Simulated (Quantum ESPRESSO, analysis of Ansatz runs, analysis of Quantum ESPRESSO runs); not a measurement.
# Local vibrational mode of the Cu-H pair in ZnO (LDA) (Quantum ESPRESSO), part 2 of 2

Subject: Cu-H pair in ZnO. Wanted: its local vibrational mode, in one set-up (LDA, GBRV 1.5 LDA, 32-site cell, LDA lattice, k: the single point 1/4 1/4 1/4). The model is a cell of 32 host atoms with Cu put on another atom's site and H put in between. The frequencies come from force constants among the defect atom and its neighbours, with the masses of the isotopes named. A local or semilocal functional is the cheapest first rung.

Quantum ESPRESSO 7.5; LDA, GBRV 1.5 LDA, 32-site cell, LDA lattice, k: the single point 1/4 1/4 1/4.

So far. Step 2 (Relaxation, charge 0): Neighbours of the added atoms: H33: O4 1.02, Cu14 1.79, Zn1 2.43 Å.

### Step 3. Atom Zn1 moved by 0.015 A along x

Force constants come from the forces after small displacements. One such run is shown.

This step: Quantum ESPRESSO plane-wave DFT, LDA, GBRV 1.5 LDA potentials; single point of a defect supercell.

pw.in

```
&CONTROL
  calculation = 'scf'
  prefix = 'pwscf'
  outdir = './tmp'
  pseudo_dir = './pseudo'
  tprnfor = .true.
  disk_io = 'low'
/
&SYSTEM
  ibrav = 0
  nat = 33
  ntyp = 4
  ecutwfc = 45
  ecutrho = 360
  nbnd = 212
  occupations = 'smearing'
  smearing = 'fd'
  degauss = 0.00073499
  nosym = .true.
/
&ELECTRONS
  conv_thr = 1d-10
  electron_maxstep = 100
  mixing_beta = 0.5
/
ATOMIC_SPECIES
Zn    65.3800 zn_lda_v1.uspp.F.UPF
O     15.9990 o_lda_v1.2.uspp.F.UPF
Cu    63.5460 cu_lda_v1.2.uspp.F.UPF
H      1.0080 h_lda_v1.4.uspp.F.UPF
CELL_PARAMETERS angstrom
   6.3788936946    0.0000000000    0.0000000000
  -3.1894468473    5.5242840431    0.0000000000
   0.0000000000    0.0000000000   10.3127043865
ATOMIC_POSITIONS crystal
Zn     0.1606916602    0.3237692880    0.2365066412
Zn     0.3335613270    0.1619372559    0.0003199914
[... 1 atom line left out ...]
O      0.1575170668    0.3060832020    0.4303441442
Zn     0.1608640994    0.3342376664    0.7510525695
Zn     0.3386765927    0.1494281540    0.4998933915
[... 2 atom lines left out ...]
Zn     0.1626604148    0.8253116364    0.2533875159
[... 1 atom line left out ...]
O      0.3262293709    0.6587077162    0.1862333311
O      0.1714854677    0.8224742136    0.4403687505
[... 1 atom line left out ...]
Cu     0.4320056006    0.7667306486    0.5371284930
O      0.3149512897    0.6683231779    0.7046201121
[... 6 atom lines left out ...]
Zn     0.8287898112    0.1686439258    0.5023619019
[... 5 atom lines left out ...]
O      0.6934183596    0.8471422513    0.4287949303
[... 4 atom lines left out ...]
H      0.2547664934    0.4847517524    0.4555456819
K_POINTS crystal
1
0.25 0.25 0.25 1.0
```

On the command line:

```sh
> OMP_NUM_THREADS=1 pw.x -in pw.in > pw.out
```

The log of the run:

```text
[banner, memory and clock lines left out]
          URL

     G-vector sticks info

     bravais-lattice index     =            0
     lattice parameter (alat)  =      12.0544  a.u.
     unit-cell volume          =    2452.3956 (a.u.)^3
     number of atoms/cell      =           33
     number of atomic types    =            4
     number of electrons       =       416.00
     number of Kohn-Sham states=          212
     kinetic-energy cutoff     =      45.0000  Ry
     charge density cutoff     =     360.0000  Ry
     scf convergence threshold =      1.0E-10
     mixing beta               =       0.5000
     number of iterations used =            8  plain     mixing
     Exchange-correlation=  SLA  PZ   NOGX NOGC
                           (   1   1   0   0   0   0   0)

     celldm(1)=  12.054362  celldm(2)=   0.000000  celldm(3)=   0.000000
     celldm(4)=   0.000000  celldm(5)=   0.000000  celldm(6)=   0.000000

     crystal axes: (cart. coord. in units of alat)
               a(1) = (   1.000000   0.000000   0.000000 )
               a(2) = (  -0.500000   0.866025   0.000000 )
               a(3) = (   0.000000   0.000000   1.616692 )

     reciprocal axes: (cart. coord. in units 2 pi/alat)
               b(1) = (  1.000000  0.577350 -0.000000 )
               b(2) = (  0.000000  1.154701  0.000000 )
               b(3) = (  0.000000 -0.000000  0.618547 )

     PseudoPot. # 1 for Zn read from file:
     zn_lda_v1.uspp.F.UPF
     Pseudo is Ultrasoft, Zval = 20.0
     Generated by new atomic code, or converted to UPF format
     Using radial grid of  943 points,  6 beta functions with:
                l(1) =   0
                l(2) =   0
                l(3) =   1
                l(4) =   1
                l(5) =   2
                l(6) =   2
     Q(r) pseudized with  8 coefficients,  rinner =    1.100   1.100   1.100
                                                       1.100   1.100

     PseudoPot. # 2 for O  read from file:
     o_lda_v1.2.uspp.F.UPF
     Pseudo is Ultrasoft + core correction, Zval =  6.0
     Generated by new atomic code, or converted to UPF format
     Using radial grid of  737 points,  5 beta functions with:
                l(1) =   0
                l(2) =   0
                l(3) =   1
                l(4) =   1
[...]
Q(r) pseudized with  8 coefficients,  rinner =    0.900   0.900   0.900
                                                       0.900   0.900

     PseudoPot. # 3 for Cu read from file:
     cu_lda_v1.2.uspp.F.UPF
     Pseudo is Ultrasoft + core correction, Zval = 19.0
     Generated by new atomic code, or converted to UPF format
     Using radial grid of  867 points,  6 beta functions with:
[...]
l(4) =   1
                l(5) =   2
                l(6) =   2
     Q(r) pseudized with  8 coefficients,  rinner =    1.150   1.150   1.150
                                                       1.150   1.150

     PseudoPot. # 4 for H  read from file:
     h_lda_v1.4.uspp.F.UPF
     Pseudo is Ultrasoft, Zval =  1.0
     Generated by new atomic code, or converted to UPF format
     Using radial grid of  615 points,  2 beta functions with:
                l(1) =   0
                l(2) =   0
     Q(r) pseudized with  8 coefficients,  rinner =    0.700

     atomic species   valence    mass     pseudopotential
     Zn               20.00    65.38000     Zn( 1.00)
     O                 6.00    15.99900     O ( 1.00)
     Cu               19.00    63.54600     Cu( 1.00)
     H                 1.00     1.00800     H ( 1.00)

     No symmetry found

   Cartesian axes

     site n.     atom                  positions (alat units)
         1        Zn     tau(   1) = (  -0.0011930   0.2803924   0.3823583  )
         2        Zn     tau(   2) = (   0.2525927   0.1402418   0.0005173  )
         3        O      tau(   3) = (   0.2510972   0.1367874   0.3062040  )
         4        O      tau(   4) = (   0.0044755   0.2650758   0.6957338  )
         5        Zn     tau(   5) = (  -0.0062547   0.2894583   1.2142204  )
         6        Zn     tau(   6) = (   0.2639625   0.1294086   0.8081735  )
         7        O      tau(   7) = (   0.2421950   0.1473142   1.1129847  )
         8        O      tau(   8) = (   0.0004638   0.2833768   1.5212894  )
         9        Zn     tau(   9) = (  -0.2499954   0.7147409   0.4096495  )
        10        Zn     tau(  10) = (  -0.0022816   0.5737488  -0.0062177  )
        11        O      tau(  11) = (  -0.0031245   0.5704576   0.3010819  )
        12        O      tau(  12) = (  -0.2397516   0.7122836   0.7119405  )
        13        Zn     tau(  13) = (  -0.2692807   0.7278670   1.2169690  )
        14        Cu     tau(  14) = (   0.0486403   0.6640082   0.8683712  )
        15        O      tau(  15) = (  -0.0192103   0.5787849   1.1391535  )
        16        O      tau(  16) = (  -0.2538070   0.7198011   1.5216288  )
        17        Zn     tau(  17) = (   0.4958879   0.2880600   0.4025946  )
        18        Zn     tau(  18) = (   0.7481287   0.1412964  -0.0053925  )
        19        O      tau(  19) = (   0.7431011   0.1413633   0.3005804  )
        20        O      tau(  20) = (   0.5001789   0.2916093   0.7093921  )
[...]
iteration #  4     ecut=    45.00 Ry     beta= 0.50
     Davidson diagonalization with overlap
     ethr =  2.58E-03,  avg # of iterations =  2.0

     total energy              =   -7841.26991050 Ry
     estimated scf accuracy    <       1.74894123 Ry

     iteration #  5     ecut=    45.00 Ry     beta= 0.50
     Davidson diagonalization with overlap
     ethr =  4.20E-04,  avg # of iterations =  2.0

     total energy              =   -7841.08513534 Ry
     estimated scf accuracy    <       1.16503595 Ry

     iteration #  6     ecut=    45.00 Ry     beta= 0.50
     Davidson diagonalization with overlap
     ethr =  2.80E-04,  avg # of iterations =  3.0

     total energy              =   -7841.03975128 Ry
     estimated scf accuracy    <       0.50081449 Ry

     iteration #  7     ecut=    45.00 Ry     beta= 0.50
     Davidson diagonalization with overlap
     ethr =  1.20E-04,  avg # of iterations = 11.0

     total energy              =   -7841.02439177 Ry
     estimated scf accuracy    <       0.19512129 Ry

     iteration #  8     ecut=    45.00 Ry     beta= 0.50
     Davidson diagonalization with overlap
     ethr =  4.69E-05,  avg # of iterations =  6.0

     total energy              =   -7841.02083994 Ry
     estimated scf accuracy    <       0.07305861 Ry

     iteration #  9     ecut=    45.00 Ry     beta= 0.50
     Davidson diagonalization with overlap
     ethr =  1.76E-05,  avg # of iterations =  9.0

     total energy              =   -7841.01185336 Ry
     estimated scf accuracy    <       0.03529420 Ry

     iteration # 10     ecut=    45.00 Ry     beta= 0.50
     Davidson diagonalization with overlap
     ethr =  8.48E-06,  avg # of iterations =  9.0

     total energy              =   -7841.01359717 Ry
     estimated scf accuracy    <       0.00384411 Ry

[...]
total energy              =   -7841.01425891 Ry
[...]
iteration # 15     ecut=    45.00 Ry     beta= 0.50
     Davidson diagonalization with overlap
     ethr =  1.85E-10,  avg # of iterations =  5.0

     total energy              =   -7841.01425905 Ry
     estimated scf accuracy    <       0.00000011 Ry

     iteration # 16     ecut=    45.00 Ry     beta= 0.50
     Davidson diagonalization with overlap
     ethr =  2.55E-11,  avg # of iterations =  2.0

     total energy              =   -7841.01425906 Ry
     estimated scf accuracy    <       0.00000003 Ry

     iteration # 17     ecut=    45.00 Ry     beta= 0.50
     Davidson diagonalization with overlap
     ethr =  7.31E-12,  avg # of iterations =  5.0

     total energy              =   -7841.01425906 Ry
     estimated scf accuracy    <          2.1E-09 Ry

     iteration # 18     ecut=    45.00 Ry     beta= 0.50
     Davidson diagonalization with overlap
     ethr =  5.02E-13,  avg # of iterations =  3.0

     total energy              =   -7841.01425906 Ry
     estimated scf accuracy    <          3.9E-10 Ry

     iteration # 19     ecut=    45.00 Ry     beta= 0.50
     Davidson diagonalization with overlap
     ethr =  1.00E-13,  avg # of iterations =  3.0

     End of self-consistent calculation

          k = 0.2500 0.4330 0.1546 ( 12509 PWs)   bands (ev):

  -113.7772-113.6334-113.6104-113.5657-113.5270-113.4854-113.4749-113.4699
  -113.4626-113.4512-113.4498-113.4480-113.3592-113.3517-113.3446-100.2282
   -68.4791 -68.4211 -68.4120 -68.3260 -68.3074 -68.2812 -68.2733 -68.2633
   -68.2454 -68.2375 -68.2245 -68.2173 -68.1963 -68.1904 -68.1792 -68.1545
   -68.1484 -68.1407 -68.1399 -68.1382 -68.1365 -68.1336 -68.1334 -68.1281
   -68.1273 -68.1252 -68.1241 -68.1200 -68.1164 -68.1141 -68.1139 -68.1136
   -68.1090 -68.1072 -68.1047 -68.0985 -68.0333 -68.0270 -68.0206 -68.0172
   -68.0141 -68.0103 -68.0068 -67.9977 -67.9941 -58.3213 -58.1103 -57.8783
   -10.0391  -8.7626  -8.5840  -8.5062  -8.4690  -8.3837  -8.3413  -8.2713
    -8.1900  -8.1643  -8.1403  -8.0925  -8.0790  -8.0502  -8.0188  -7.7610
     1.6759   2.6485   2.6855   2.7182   2.7462   2.7626   2.7945   2.8092
     2.8717   2.9057   2.9742   3.0016   3.0626   3.0900   3.1252   3.1762
[...]
6.0825   6.1587   6.1816   6.3848   6.5112   6.5925   6.6455   6.8169
     6.8480   6.9037   6.9674   7.0208   7.0549   7.0857   7.1909   7.2128
     7.2699   7.2958   7.4176   7.5117   7.5602   7.6467   7.7459   7.8219
     7.8590   7.9081   8.0427   8.0780   8.1008   8.1954   8.2130   8.2620
     8.3314   8.5092   8.6048   8.7366   8.9741   9.2539   9.7985  10.1182
    12.1970  13.1502  13.5108  13.6305

     the Fermi energy is    11.7367 ev

!    total energy              =   -7841.01425906 Ry
     estimated scf accuracy    <          9.9E-11 Ry
     smearing contrib. (-TS)   =       0.00000000 Ry
     internal energy E=F+TS    =   -7841.01425906 Ry

     The total energy is F=E-TS. E is the sum of the following terms:
     one-electron contribution =   -6314.76074798 Ry
     hartree contribution      =    3335.75610673 Ry
     xc contribution           =    -779.13818998 Ry
     ewald contribution        =   -4082.87142782 Ry

     convergence has been achieved in  19 iterations

     Forces acting on atoms (cartesian axes, Ry/au):

     atom    1 type  1   force =    -0.00805976    0.00033628   -0.00007537
     atom    2 type  1   force =    -0.00023299   -0.00000835   -0.00074437
     atom    3 type  2   force =     0.00305774   -0.00170206   -0.00087232
     atom    4 type  2   force =     0.00027045   -0.00013708    0.00005652
     atom    5 type  1   force =     0.00009918    0.00003998   -0.00013185
     atom    6 type  1   force =     0.00023010    0.00003111    0.00011318
     atom    7 type  2   force =    -0.00000235    0.00004275   -0.00012335
     atom    8 type  2   force =     0.00014091    0.00028054   -0.00005385
     atom    9 type  1   force =     0.00011517   -0.00085217    0.00014906
     atom   10 type  1   force =     0.00007236    0.00014884    0.00013064
[...]
atom   29 type  1   force =     0.00014517   -0.00002672   -0.00013176
     atom   30 type  1   force =    -0.00003528    0.00006858   -0.00006941
     atom   31 type  2   force =     0.00001544   -0.00005105   -0.00017951
     atom   32 type  2   force =     0.00004590   -0.00020850   -0.00042313
     atom   33 type  4   force =     0.00013441   -0.00021678    0.00002648

     Total force =     0.009981     Total SCF correction =     0.000045
```

Elapsed: 3.7 min, on 1 thread of AMD EPYC 7R13 (Zen 3), shared host; peak memory 1.2 GiB.

At this level the gap is 2.08 eV on the k-mesh of the self-consistent run, which can miss the band edges.

### Step 4. Local vibrational modes

Analysis of the runs above: force constants by central differences of Quantum ESPRESSO plane-wave DFT, LDA, GBRV 1.5 LDA potentials forces among the atoms nearest to a defect, the others at rest.

The modes with the largest weight on the probed atoms (the light atom of a pair), for the masses of each isotope. Modes of the displaced atoms (local only where they lie over the host's phonons):

| isotopes | mode (cm⁻¹) | share of the defect atoms |
| --- | --- | --- |
| H | 3060 | 0.944 |
| H | 784.9 | 0.936 |
| H | 707.2 | 0.905 |
| D | 2224 | 0.892 |
| D | 581.2 | 0.744 |
| D | 540.2 | 0.537 |

### Step 5. Summary of results

* distance from the defect atom to its nearest neighbour: 1.022 Å
* O-H stretch, 1H: 3060 cm⁻¹
* O-D stretch, 2H: 2224 cm⁻¹

O-H stretch, 1H: computed 3060 cm⁻¹, measured 3191.8 cm⁻¹; 132 cm⁻¹ (4 %) below the measurement. O-D stretch, 2H: computed 2224 cm⁻¹, measured 2379 cm⁻¹; 155 cm⁻¹ (6 %) below the measurement. The computed value is harmonic, while the measured line is the anharmonic fundamental, which for X–H stretches usually lies a few per cent lower. Only the named neighbours move, so modes near the host's band are approximate. Limits: the periodic copies of the defect are only 6.4 Å apart.

[Logs are printed without paths, hosts, clocks, repeated set-up lines and the standing remarks that a program may print on its own settings, such as how far it seeks lower states.]

[Hosts, paths, dates, database ids (printed as entryN), source tags and the programs' standing remarks are cut or masked in the printed files.]

[For some hosts the program warned that the k-mesh of the response run may be too coarse for force constants and the static dielectric constant; such warnings are not shown here.]
